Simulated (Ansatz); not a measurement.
**Sc2C monolayer: relaxing the cell for a phonon run**

Task: relax Sc2C monolayer tightly.

Program: Ansatz 0.2.0. Level of theory: DFT PBEsol, scalar-relativistic, plane waves, PAW; PAW set soft_1. Results are calculated unless marked as measured.

This is a report of a sequence of runs, with most program output left out.

### Step 1. The starting structure

The cell holds 3 atoms: 1 C and 2 Sc. Its edges and angles: a = 3.350 Å, b = 3.350 Å, c = 20.000 Å, α = 90.0°, β = 90.0°, γ = 120.0°. It derives from Sc2C. Vacuum lies along c.

### Step 2. Probe on a coarse mesh

First a cheap look: the gap decides the mesh and the occupations, the pressure tells how far the cell has to move.

The program solves this slab on a cell height of its own, 28.6 Å, in place of the one typed.

input.yaml reads:

```yaml
crystal:
  lattice:
    - [3.35, 0.0, 0.0]
    - [-1.675, 2.90119, 0.0]
    - [0.0, 0.0, 20.0]
  atoms:
    - { symbol: C, position: [0.0, 0.0, 0.5] }
    - { symbol: Sc, position: [0.333333, 0.666667, 0.56] }
    - { symbol: Sc, position: [0.666667, 0.333333, 0.44] }
  periodic: [true, true, false]
kpoints:
  mp_grid: { grid: [6, 6, 1] }
hamiltonian:
  xc: pbesol
  pseudopotentials: { kind: paw, azcp: { folder: soft_1 }, xc_functional: pbe }
scf:
  occupations: { method: gaussian, width: 0.1 }
output:
  forces: true
  stress: true
  eigenvalues: true
```

Started as:

```
$ ansatz run input.yaml --threads 8 --pin off --max-ram 16384MiB --backend cpu --events-out ev --progress --plain --runs-dir out
```

Elapsed: 0.76 s, on 8 threads of Arm Neoverse V2, shared host; peak memory 0.55 GiB; 4.2 s of CPU time.

Numbers from this step:

```
gap on the k-mesh : 0 eV
area per atom     : 3.24 Å²
```

The coarse mesh shows no gap.

### Step 3. Relaxation

The cell and atoms are relaxed, since residual forces and stress would shift the frequencies.

The program solves this slab on a cell height of its own, 28.6 Å, in place of the one typed.

Edit input.yaml of step 2 so:

```diff
@@ -11,3 +11,3 @@
 kpoints:
-  mp_grid: { grid: [6, 6, 1] }
+  mp_grid: { grid: [15, 15, 1] }
 hamiltonian:
@@ -21 +21,10 @@
   eigenvalues: true
+  write_density: true
+  write_potential: true
+  elf: true
+  volumetric_format: npy
+relax:
+  adjacent_minimum: "off"
+  f_tol: 0.005
+  max_steps: 80
+  cell: { stress_2d_tol: 0.02 }
```

It took 8.9 s on 8 threads; peak memory 0.78 GiB.

Relaxation path:

```csv
step,energy less that of the first step (eV),largest force component (eV/Å),volume (Å³)
1,0.0000,0.3174,277.96
2,-0.0336,0.1149,268.97
3,-0.0346,0.1205,264.27
4,-0.0364,0.0060,266.38
5,-0.0364,0.0001,266.25
6*,-0.0358,0.0001,266.25
```

Relaxation steps marked * repeat the geometry before them on a plane-wave basis chosen anew for their cell, so energy and pressure can jump there.

Forces are held to the 12 operations that the run works with; a distortion that breaks them can't arise in this run.

```csv
cell as run,before,after,change
a (Å),3.350,3.279,-2.1 %
b (Å),3.350,3.279,-2.1 %
```

The relaxed structure:

```
C Sc
1.0
     3.27864    0.00000    0.00000
    -1.63932    2.83938    0.00000
     0.00000    0.00000   28.60000
C Sc
1 2
Direct
  0.00000 0.00000 0.34965
  0.33333 0.66667 0.39180
  0.66667 0.33333 0.30750
```

Numbers from this step:

```
area per atom : 3.103 Å²
```

Valence density in the ac plane at fractional y = 0.000, with atoms of C within 0.2 Å of it. It is the smooth field of the valence electrons, not physical close to the nuclei.

Ten steps, logarithmic in the rise over the least value, from '_' (0.0 e/Å³) to '@' (1.5 e/Å³), each cell a mean:
```
__________________________________
__________________________________
__________________________________
__________________________________
__________________________________
__________________________________
__________________________________
__________________________________
__________________________________
__________________________________
__________________________________
__________________________________
..................................
----------------------------------
********++++************++++******
@@@@@@@@%%##**++++++++**##%%@@@@@@
####****************************##
----------------------------------
..................................
__________________________________
__________________________________
__________________________________
__________________________________
__________________________________
```
Columns run along a (3.3 Å), rows up along c (28.6 Å). Atoms in or near the plane, at fractional coordinates: C at (0.00, 0.35).

ELF in the ac plane at fractional y = 0.000, with atoms of C within 0.2 Å of it. It is the smooth field of the valence electrons, not physical close to the nuclei.

Ten even steps from '_' (0.00) to '@' (0.78), each cell a mean:
```
__________________________________
__________________________________
__________________________________
__________________________________
__________________________________
__________________________________
__________________________________
__________________________________
__________________________________
__________________________________
__________________________________
..................................
********++++++++++++++++++++******
####**++--::::::....::::::--++**##
%%%%##++--....::::::......--++##%%
--++%%@@@@%%++::....::++%%@@@@%%++
%%%%##++--::....::::::..::--++##%%
####**==--::::........::::--==**##
**********++++++++++++++++********
..................................
__________________________________
__________________________________
__________________________________
__________________________________
```
Columns run along a (3.3 Å), rows up along c (28.6 Å). Atoms in or near the plane, at fractional coordinates: C at (0.00, 0.35).

Electrostatic potential energy in the ac plane at fractional y = 0.000, with atoms of C within 0.2 Å of it. With pseudopotentials it is smooth inside the atoms' cores, unlike the true potential.

Values in eV, 24 rows by 14 columns, each cell a mean:
```
  0   0   0   0   0   0   0   0   0   0   0   0   0   0
  0   0   0   0   0   0   0   0   0   0   0   0   0   0
  0   0   0   0   0   0   0   0   0   0   0   0   0   0
  0   0   0   0   0   0   0   0   0   0   0   0   0   0
  0   0   0   0   0   0   0   0   0   0   0   0   0   0
  0   0   0   0   0   0   0   0   0   0   0   0   0   0
  0   0   0   0   0   0   0   0   0   0   0   0   0   0
  0   0   0   0   0   0   0   0   0   0   0   0   0   0
  0   0   0   0   0   0   0   0   0   0   0   0   0   0
  0   0   0   0   0   0   0   0   0   0   0   0   0   0
  0   0   0   0   0   0   0   0   0   0   0   0   0   0
  0   0   0   0   0   0   0   0   0   0   0   0   0   0
  0   0   0   0  -1  -1  -1  -1  -1  -1  -1   0   0   0
 -2  -2  -2  -3  -4  -4  -5  -5  -5  -4  -3  -3  -2  -2
 -4  -4  -4  -5  -7 -10 -12 -12 -12 -10  -7  -5  -4  -4
-12 -12 -12  -9  -5  -5  -5  -6  -5  -5  -6 -10 -12 -12
 -5  -5  -5  -5  -7 -10 -12 -12 -12 -10  -7  -5  -5  -5
 -2  -2  -2  -3  -4  -5  -5  -6  -5  -5  -4  -3  -2  -2
  0   0   0  -1  -1  -1  -1  -1  -1  -1  -1  -1   0   0
  0   0   0   0   0   0   0   0   0   0   0   0   0   0
  0   0   0   0   0   0   0   0   0   0   0   0   0   0
  0   0   0   0   0   0   0   0   0   0   0   0   0   0
  0   0   0   0   0   0   0   0   0   0   0   0   0   0
  0   0   0   0   0   0   0   0   0   0   0   0   0   0
```
Columns run along a (3.3 Å; values clipped at the 3rd and 97th percentile), rows up along c (28.6 Å). Atoms in or near the plane, at fractional coordinates: C at (0.00, 0.35).

### Step 4. Relaxing to small forces for the phonons

Phonons need a cell at rest on their own settings, so the relaxation is repeated with tight tolerances on forces and stress, using the mesh and the filling of the phonon run that follows.

input.yaml, the sections that differ from step 3:

```yaml
crystal:
  lattice:
    - [3.2786383962, 0.0, 0.0]
    - [-1.6393191981, 2.839384141, 0.0]
    - [0.0, 0.0, 28.6]
  atoms:
    - { symbol: C, position: [0.0, 0.0, 0.3496503497] }
    - { symbol: Sc, position: [0.3333333333, 0.6666666667, 0.3917977716] }
    - { symbol: Sc, position: [0.6666666667, 0.3333333333, 0.3075029277] }
  periodic: [true, true, false]
kpoints:
  mp_grid: { grid: [18, 18, 1] }
scf:
  occupations: { method: methfessel_paxton, width: 0.2 }
relax:
  adjacent_minimum: "off"
  f_tol: 0.001
  max_steps: 60
  cell: { stress_2d_tol: 0.002 }
# hamiltonian, output: as in step 3
```

Elapsed: 9.2 s, on 8 threads; peak memory 0.77 GiB.

Little changed from the start: no atom moved by 0.005 Å and no cell edge by 0.1 %.

This step gave:

```
area per atom : 3.1 Å²
```

ELF in the ac plane at fractional y = 0.000, with atoms of C within 0.2 Å of it. It is the smooth field of the valence electrons, not physical close to the nuclei.

Values, 24 rows by 14 columns, each cell a mean:
```
0.00 0.00 0.00 0.00 0.00 0.00 0.00 0.00 0.00 0.00 0.00 0.00 0.00 0.00
0.00 0.00 0.00 0.00 0.00 0.00 0.00 0.00 0.00 0.00 0.00 0.00 0.00 0.00
0.00 0.00 0.00 0.00 0.00 0.00 0.00 0.00 0.00 0.00 0.00 0.00 0.00 0.00
0.00 0.00 0.00 0.00 0.00 0.00 0.00 0.00 0.00 0.00 0.00 0.00 0.00 0.00
0.00 0.00 0.00 0.00 0.00 0.00 0.00 0.00 0.00 0.00 0.00 0.00 0.00 0.00
0.00 0.00 0.00 0.00 0.00 0.00 0.00 0.00 0.00 0.00 0.00 0.00 0.00 0.00
0.00 0.00 0.00 0.00 0.00 0.00 0.00 0.00 0.00 0.00 0.00 0.00 0.00 0.00
0.00 0.00 0.00 0.00 0.00 0.00 0.00 0.00 0.00 0.00 0.00 0.00 0.00 0.00
0.00 0.00 0.00 0.00 0.00 0.00 0.00 0.00 0.00 0.00 0.00 0.00 0.00 0.00
0.00 0.00 0.00 0.00 0.00 0.00 0.00 0.00 0.00 0.00 0.00 0.00 0.00 0.00
0.01 0.01 0.01 0.01 0.01 0.01 0.01 0.01 0.01 0.01 0.01 0.01 0.01 0.01
0.12 0.12 0.11 0.11 0.11 0.11 0.11 0.11 0.11 0.11 0.11 0.11 0.12 0.12
0.52 0.51 0.50 0.48 0.46 0.44 0.42 0.42 0.42 0.44 0.46 0.48 0.50 0.51
0.58 0.54 0.45 0.33 0.24 0.18 0.16 0.15 0.16 0.19 0.25 0.35 0.47 0.55
0.65 0.61 0.49 0.31 0.15 0.12 0.18 0.20 0.17 0.12 0.18 0.33 0.51 0.62
0.32 0.49 0.72 0.78 0.65 0.37 0.18 0.13 0.19 0.43 0.68 0.78 0.69 0.44
0.66 0.62 0.51 0.33 0.17 0.13 0.18 0.20 0.17 0.13 0.20 0.36 0.54 0.64
0.57 0.53 0.43 0.31 0.22 0.16 0.14 0.14 0.14 0.17 0.23 0.33 0.45 0.54
0.54 0.53 0.51 0.49 0.47 0.44 0.43 0.43 0.43 0.45 0.47 0.50 0.52 0.53
0.13 0.13 0.13 0.13 0.12 0.12 0.12 0.12 0.12 0.12 0.12 0.13 0.13 0.13
0.01 0.01 0.01 0.01 0.01 0.01 0.01 0.01 0.01 0.01 0.01 0.01 0.01 0.01
0.00 0.00 0.00 0.00 0.00 0.00 0.00 0.00 0.00 0.00 0.00 0.00 0.00 0.00
0.00 0.00 0.00 0.00 0.00 0.00 0.00 0.00 0.00 0.00 0.00 0.00 0.00 0.00
0.00 0.00 0.00 0.00 0.00 0.00 0.00 0.00 0.00 0.00 0.00 0.00 0.00 0.00
```
Columns run along a (3.3 Å), rows up along c (28.6 Å). Atoms in or near the plane, at fractional coordinates: C at (0.00, 0.35).

Valence density in the ac plane at fractional y = 0.000, with atoms of C within 0.2 Å of it. It is the smooth field of the valence electrons, not physical close to the nuclei.

Ten steps, logarithmic in the rise over the least value, from '_' (0.0 e/Å³) to '@' (1.5 e/Å³), each cell a mean:
```
__________________________________
__________________________________
__________________________________
__________________________________
__________________________________
__________________________________
__________________________________
__________________________________
__________________________________
__________________________________
__________________________________
__________________________________
..................................
----------------------------------
********++++************++++******
@@@@@@@@%%##**++++++++**##%%@@@@@@
####****************************##
----------------------------------
..................................
__________________________________
__________________________________
__________________________________
__________________________________
__________________________________
```
Columns run along a (3.3 Å), rows up along c (28.6 Å). Atoms in or near the plane, at fractional coordinates: C at (0.00, 0.35).

Electrostatic potential energy in the ac plane at fractional y = 0.000, with atoms of C within 0.2 Å of it. With pseudopotentials it is smooth inside the atoms' cores, unlike the true potential.

Values in eV, 24 rows by 14 columns, each cell a mean:
```
  0   0   0   0   0   0   0   0   0   0   0   0   0   0
  0   0   0   0   0   0   0   0   0   0   0   0   0   0
  0   0   0   0   0   0   0   0   0   0   0   0   0   0
  0   0   0   0   0   0   0   0   0   0   0   0   0   0
  0   0   0   0   0   0   0   0   0   0   0   0   0   0
  0   0   0   0   0   0   0   0   0   0   0   0   0   0
  0   0   0   0   0   0   0   0   0   0   0   0   0   0
  0   0   0   0   0   0   0   0   0   0   0   0   0   0
  0   0   0   0   0   0   0   0   0   0   0   0   0   0
  0   0   0   0   0   0   0   0   0   0   0   0   0   0
  0   0   0   0   0   0   0   0   0   0   0   0   0   0
  0   0   0   0   0   0   0   0   0   0   0   0   0   0
  0   0   0   0  -1  -1  -1  -1  -1  -1  -1   0   0   0
 -2  -2  -2  -3  -4  -4  -5  -5  -5  -4  -4  -3  -2  -2
 -4  -4  -4  -5  -7 -10 -12 -12 -12 -10  -7  -5  -4  -4
-12 -12 -12  -9  -5  -5  -5  -6  -5  -5  -6 -10 -12 -12
 -5  -5  -5  -5  -7 -10 -12 -12 -12 -10  -7  -5  -5  -5
 -2  -2  -2  -3  -4  -5  -5  -6  -5  -5  -4  -3  -2  -2
  0   0   0  -1  -1  -1  -1  -1  -1  -1  -1  -1   0   0
  0   0   0   0   0   0   0   0   0   0   0   0   0   0
  0   0   0   0   0   0   0   0   0   0   0   0   0   0
  0   0   0   0   0   0   0   0   0   0   0   0   0   0
  0   0   0   0   0   0   0   0   0   0   0   0   0   0
  0   0   0   0   0   0   0   0   0   0   0   0   0   0
```
Columns run along a (3.3 Å; values clipped at the 3rd and 97th percentile), rows up along c (28.6 Å). Atoms in or near the plane, at fractional coordinates: C at (0.00, 0.35).

The largest force component left is 0.012 meV/Å, within the tolerances set.

### Step 5. Summary of results

* space group after relaxation (within 0.01 Å): P-3m1
* lattice constant a: 3.277 Å
* lattice constant b: 3.277 Å
* area per atom: 3.1 Å²

What this shows: The largest force component left is 0.012 meV/Å, within the tolerances set. The relaxation keeps the symmetry of its start, so it says nothing on stability against lower symmetry. The PAW files were made for PBE and serve the other functionals too. The starting cell was built on a prototype and not taken from a measurement.

[Logs are printed without paths, hosts, clocks, repeated set-up lines and the standing remarks that a program may print on its own settings, such as how far it seeks lower states.]

[Hosts, paths, dates, database ids (printed as entryN), source tags and the programs' standing remarks are cut or masked in the printed files.]
